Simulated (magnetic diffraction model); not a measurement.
# Which magnetic order? TmAsO

Space group Pnma (no. 62), a = 15.2170 Å, b = 3.4030 Å, c = 3.3870 Å.

```csv
site,atom,x,y,z
4c,Tm,0.6456,3/4,0.7313
4c,As,0.9980,1/4,0.7290
4c,O,0.8116,3/4,0.7377
```

The compound is invented for this exercise: a known structure type with other elements, its cell scaled to their sizes and not relaxed.

Only Tm is taken to order (form factors of Tm3+); orders and moment sizes are assumed, and not adapted to the symmetry. Radiation: neutrons of λ = 2.52 Å, 5° to 80°; isotropic B of 0.33 Å² (Tm), 0.41 Å² (As) and 0.56 Å² (O). The intensities are simulated: I ∝ L Σ (|F_N|² + |F_M⊥|²) for unpolarised neutrons, with F_M = 2.695 fm/μB × Σ f(s) S exp(2πi Q·r) exp(−B s²) at Q = H ± k (one set where k and −k are equivalent), only the part normal to Q counting and L = 1/(sin²θ cos θ). For collinear order S is the moment m, which repeats by lattice and centring translations R with the sign exp(−2πi k·R). Form factors are spin-only for 3d ions and dipole or tabulated for f ions, scattering lengths are Sears's of 1992, and absorption is left out. A label names one of the reflections at its angle. The strongest nuclear line in the range is 100, and lines under 0.2 are left out.

Above the ordering temperature:

```tsv
2θ (°)	index	I
19.07	(2 0 0)	0.6
47.86	(2 1 0)	4.9
48.06	(2 0 1)	3.7
53.14	(3 0 1)	0.7
59.58	(4 1 0)	2.6
59.58	(6 0 0)	46.0
59.75	(4 0 1)	1.4
63.32	(0 1 1)	13.8
64.19	(1 1 1)	0.8
66.78	(2 1 1)	100.0
67.64	(5 0 1)	0.6
76.58	(6 1 0)	20.7
76.72	(4 1 1)	84.0
76.73	(6 0 1)	25.3
```

Below it (cell unchanged):

```csv
2θ (°),I
14.27,0.7
19.07,0.6
23.89,2.8
33.69,3.2
43.75,14.3
43.75,0.6
43.96,15.6
45.98,58.4
46.18,60.0
47.86,4.9
48.06,3.7
50.20,24.7
50.39,25.7
53.14,0.7
56.27,0.5
59.58,2.6
59.58,46.0
59.75,1.4
63.32,13.8
63.38,12.5
63.54,56.4
63.54,13.0
64.19,0.8
65.12,0.7
65.28,3.3
66.78,100.0
67.64,0.6
68.69,23.0
71.88,10.5
72.04,10.9
73.68,40.7
76.58,20.7
76.72,84.0
76.73,25.3
76.78,0.4
```

**Question.** Find the propagation vector, then choose among these models:
A. collinear moments along [110], 6.2 μB on Tm; signs + at (0.6456, 3/4, 0.7313), + at (0.1456, 3/4, 0.7687), − at (0.3544, 1/4, 0.2687), − at (0.8544, 1/4, 0.2313)
B. collinear moments along [110], 6.2 μB on Tm; signs + at (0.6456, 3/4, 0.7313), − at (0.1456, 3/4, 0.7687), + at (0.3544, 1/4, 0.2687), + at (0.8544, 1/4, 0.2313)
C. collinear moments along [111], 6.2 μB on Tm; signs + at (0.6456, 3/4, 0.7313), + at (0.1456, 3/4, 0.7687), − at (0.3544, 1/4, 0.2687), − at (0.8544, 1/4, 0.2313)
D. collinear moments along [111], 6.2 μB on Tm; signs + at (0.6456, 3/4, 0.7313), − at (0.1456, 3/4, 0.7687), + at (0.3544, 1/4, 0.2687), + at (0.8544, 1/4, 0.2313)

The new lines index as (3/2 0 0) at 14.27°, (5/2 0 0) at 23.89°, (7/2 0 0) at 33.69° and (1/2 1 0) at 43.75°, that is as H ± k with k = (1/2 0 0). Half indices mean that the moments reverse under translations with k·R a half-integer, and the magnetic cell has twice the primitive volume. Below the range, at 4.75°, lies the magnetic line (1/2 0 0) with 133.

Magnetic intensity, observed (below minus above) and for each model:

| 2θ (°) | index | observed | A | B | C | D |
| --- | --- | --- | --- | --- | --- | --- |
| 43.75 | (1/2 1 0) | 14.3 | 65.9 | 14.3 | 66.1 | 14.4 |
| 43.96 | (1/2 0 1) | 15.6 | 68.5 | 15.6 | 64.7 | 14.9 |
| 45.98 | (3/2 1 0) | 58.4 | 18.6 | 58.4 | 18.8 | 58.8 |
| 46.18 | (3/2 0 1) | 60.0 | 19.4 | 60.0 | 19.2 | 57.5 |
| 50.39 | (5/2 0 1) | 25.7 | 0.2 | 25.7 | <0.2 | 24.9 |
| 63.54 | (1/2 1 1) | 56.4 | 7.3 | 56.4 | 7.1 | 55.1 |
| 65.28 | (3/2 1 1) | 3.3 | 44.4 | 3.3 | 44.2 | 3.2 |
| 68.69 | (5/2 1 1) | 23.0 | 52.9 | 23.0 | 50.7 | 22.7 |

Model B matches.

The structure used: k = (1/2 0 0), collinear moments along [110], 6.2 μB on Tm; signs + at (0.6456, 3/4, 0.7313), − at (0.1456, 3/4, 0.7687), + at (0.3544, 1/4, 0.2687), + at (0.8544, 1/4, 0.2313).

[Logs are printed without paths, hosts, clocks, repeated set-up lines and the standing remarks that a program may print on its own settings, such as how far it seeks lower states.]
